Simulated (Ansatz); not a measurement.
# linear Ru chain under tension and compression, part 3 of 3

Does stretching change the magnetism or the channel count of the linear Ru chain?

Ansatz 0.2.0; DFT PBE, plane waves, PAW; relaxation of a chain's period (the session's first sound run).

So far, conductance of the lead as this run defines it (G₀): step 3 (the chain at a fixed length, period over the relaxed period …) 6.00; step 6 (period over the relaxed period 1, k-mesh 1×1×37) 5.00; step 7 (period over the relaxed period 1.04, k-mesh 1×1×35) 5.00; step 8 (period over the relaxed period 1.08, k-mesh 1×1×34) 5.00; step 9 (period over the relaxed period 1.13, k-mesh 1×1×33) 5.00. Also absolute moment (μB): step 2 (relaxation of atoms and period) 0.970; step 7 1.20; step 8 1.29; step 9 1.70.

## (10) At a set period, period over the relaxed period 1.2, k-mesh 1×1×31

Level of this step: DFT PBE, plane waves, PAW; channels and complex bands of a perfect chain (Ansatz).

The period is set to 1.2 times the relaxed one: longer bonds narrow the bands.

The cell differs from the one that the last finished run ended in (c 2.486 → 2.640 Å).

input.yaml

```yaml
crystal:
  lattice:
    - [7.5, 0.0, 0.0]
    - [0.0, 7.5, 0.0]
    - [0.0, 0.0, 2.6400575928]
  atoms:
    - { symbol: Ru, position: [0.5, 0.5, 0.0], spin: 0.7 }
magnetization:
  spin_polarized: true
kpoints:
  mp_grid: { grid: [1, 1, 31] }
scf:
  occupations: { method: fermi_dirac, width: 0.05 }
hamiltonian:
  xc: pbe
output:
  transmission:
    e_range: [-2, 2]
    de: 0.035
    kmesh: [1, 1]
    reduced_basis: true
    leads: [[0, 0]]
  stress: true
```

On the command line:

```
ansatz run input.yaml --threads 4 --pin off --max-ram 8192MiB --backend cpu --events-out ev --progress --plain --runs-dir out
```

Numbers of over 12 decimals in the logs are rounded to 6 here.

Output:

```text
[...]
Crystal: 1 atoms, lattice volume = 148.503 Å³
Basis set: ecut = 420 eV, 2913 PW (Γ)
Bands: 13, of which v1, the nominal top of the filled ones, is band 8 counted from 1 (7 counted from 0)
Symmetry: 16 space group operations
[...]
k-points: 16 of 31
[...]
Starting moments: Σ|m| = 0.7 μB on 1 of 1 site
[...]
--- Transmission ---
  basis      : 497 plane waves across, 4 finite elements along
  points     : 1, standing for a mesh of 1 x 1
[...]
crystal 0  : Ru1, at the sites [0, 0], period 2.6401 Å: whole cells are its period
[...]
filled         : 0.4 meV over the level at which it is neutral
    channels       : 1.000000e0 up, 5.000000e0 down
[...]
[key lines of the parts left out:]
SCF converged after 16 iterations
Magnetization: 3.1623 μB (9.5811 up, 6.4189 down)
Free energy (F): -5873.929838 eV
Fermi energy:    -1.925181 eV
P = ⅓ Tr σ = -1.2620 GPa (-12.620 kbar)
```

It took 57 s on 4 threads of AMD EPYC 7R43, shared host; peak memory 0.53 GiB.

At the computed energy nearest the Fermi level there are 1 spin-up and 5 spin-down channels, and the thermal average gives 3.01 G₀. The change of length costs 0.762 eV a cell and leaves an absolute moment of 3.16 μB a cell.

For the conductance of the lead as this run defines it, step 3 gave 6.00 G₀; this run, with period over the relaxed period 1.2 and k-mesh 1×1×31, gives 3.01 G₀ (-50 %).

## (11) The chain at a fixed length, period over the relaxed period 1.3, k-mesh 1×1×28

The period is set to 1.3 times the relaxed one: longer bonds narrow the bands.

The cell differs from the one that the last finished run ended in (c 2.640 → 2.860 Å).

Changes to input.yaml since step 10:

```diff
@@ -4,3 +4,3 @@
     - [0.0, 7.5, 0.0]
-    - [0.0, 0.0, 2.6400575928]
+    - [0.0, 0.0, 2.8600623922]
   atoms:
@@ -10,3 +10,3 @@
 kpoints:
-  mp_grid: { grid: [1, 1, 31] }
+  mp_grid: { grid: [1, 1, 28] }
 scf:
```

Output:

```text
[...]
Crystal: 1 atoms, lattice volume = 160.879 Å³
Basis set: ecut = 420 eV, 3145 PW (Γ)
Bands: 13, of which v1, the nominal top of the filled ones, is band 8 counted from 1 (7 counted from 0)
Symmetry: 16 space group operations
[...]
k-points: 15 of 28
[...]
Starting moments: Σ|m| = 0.7 μB on 1 of 1 site
[...]
--- Transmission ---
  basis      : 497 plane waves across, 4 finite elements along
  points     : 1, standing for a mesh of 1 x 1
[...]
crystal 0  : Ru1, at the sites [0, 0], period 2.8601 Å: whole cells are its period
[...]
filled         : 5.7 meV over the level at which it is neutral
    channels       : 1.000000e0 up, 5.000000e0 down
[...]
[key lines of the parts left out:]
SCF converged after 13 iterations
Magnetization: 3.2182 μB (9.6091 up, 6.3909 down)
Free energy (F): -5873.611752 eV
Fermi energy:    -1.930450 eV
P = ⅓ Tr σ = -1.6335 GPa (-16.335 kbar)
```

The job ended after 38 s (4 threads; peak memory 0.42 GiB; 81 s of CPU time).

At the computed energy nearest the Fermi level there are 1 spin-up and 5 spin-down channels, and the thermal average gives 2.97 G₀. The change of length costs 1.084 eV a cell and leaves an absolute moment of 3.22 μB a cell.

For the conductance of the lead as this run defines it, step 3 gave 6.00 G₀; this run, with period over the relaxed period 1.3 and k-mesh 1×1×28, gives 2.97 G₀ (-50 %).

## (12) Comparing the runs

Times are for 4 threads of AMD EPYC 7R43, shared host. The runs compared:

| no. | period over the relaxed period | conductance of the lead as this run defines it (G₀) | absolute moment (μB) | energy at zero smearing less the lowest (eV) | time | memory (GiB) |
| --- | --- | --- | --- | --- | --- | --- |
| 1 | 0.88 | 6.000 | 0 | 1.002 | 57 s | 0.5 |
| 2 | 0.92 | 6.000 | 0 | 0.3799 | 58 s | 0.51 |
| 3 | 0.96 | 5.048 | 0.9477 | 0.08361 | 60 s | 0.52 |
| 4 | 1 | 5.000 | 1.064 | 0 | 51 s | 0.5 |
| 5 | 1.04 | 5.000 | 1.196 | 0.05689 | 45 s | 0.49 |
| 6 | 1.08 | 5.000 | 1.285 | 0.2075 | 40 s | 0.48 |
| 7 | 1.13 | 5.000 | 1.700 | 0.4689 | 51 s | 0.55 |
| 8 | 1.2 | 3.008 | 3.162 | 0.7624 | 57 s | 0.53 |
| 9 | 1.3 | 2.971 | 3.218 | 1.084 | 38 s | 0.42 |

## (13) The same system on other settings

This step: DFT PBE, plane waves, PAW; channels and complex bands of a perfect chain; changed: output.transmission.kpoints = [[0, 0]], output.transmission.kmesh = [4, 4], scf.max_iter = 80 (Ansatz 0.2.0).

The input of the run at the relaxed period is made doubtful on purpose.

input.yaml

```yaml
crystal:
  lattice:
    - [7.5, 0.0, 0.0]
    - [0.0, 7.5, 0.0]
    - [0.0, 0.0, 2.200047994]
  atoms:
    - { symbol: Ru, position: [0.5, 0.5, 0.0], spin: 0.7 }
magnetization:
  spin_polarized: true
kpoints:
  mp_grid: { grid: [1, 1, 37] }
scf:
  occupations: { method: fermi_dirac, width: 0.05 }
  max_iter: 80
hamiltonian:
  xc: pbe
output:
  transmission:
    e_range: [-2, 2]
    de: 0.035
    kmesh: [4, 4]
    reduced_basis: true
    leads: [[0, 0]]
    kpoints: [[0, 0]]
  stress: true
```

Output:

```text
Error: inconsistent input (output.transmission.kmesh, output.transmission.kpoints): both name the wavevectors across the current: give one
```

It took 0.12 s on 4 threads; peak memory 0.08 GiB.

The input was rejected at the start.

The program's message: “Error: inconsistent input (output.transmission.kmesh, output.transmission.kpoints): both name the wavevectors across the current: give one”

The change that led to it: output.transmission.kpoints = [[0, 0]] and output.transmission.kmesh = [4, 4].

## (14) Summary of results

| Item | Value |
| --- | --- |
| relaxed cell length | 2.200 Å |
| conductance at period × 0.88 | 6.00 G₀ |
| conductance at period × 1.0 | 5.00 G₀ |
| conductance at period × 1.13 | 5.00 G₀ |
| conductance at period × 1.3 | 2.97 G₀ |
| absolute moment at period × 0.88 | 0 μB |
| absolute moment at period × 1.0 | 1.06 μB |
| absolute moment at period × 1.3 | 3.22 μB |

**Reading.** In these runs no moment survives at the shortest period, and one is present from a factor of 0.96 on: longer bonds narrow the bands, which favours exchange splitting. The conductance goes from 6.00 G₀ at the shortest period to 2.97 G₀ at the longest, while the magnetic state changes too. Transport is coherent and elastic here: the atoms are frozen, so scattering by vibrations plays no part. No search over magnetic orders was made; another may lie lower. For the perfect chain only parallel moments were started; its antiparallel and spiral orders were not tested. Conductances of a perfect chain off the multiples of half a G0 come from band edges within the thermal window; the square box also splits pairs of bands that an isolated chain keeps degenerate, which moves such edges. The lead's cell of one atom keeps the chain straight and evenly spaced; a zigzag or dimerised form may lie lower.

[Logs are printed without paths, hosts, clocks, repeated set-up lines and the standing remarks that a program may print on its own settings, such as how far it seeks lower states.]

[Hosts, paths, dates, database ids (printed as entryN), source tags and the programs' standing remarks are cut or masked in the printed files.]
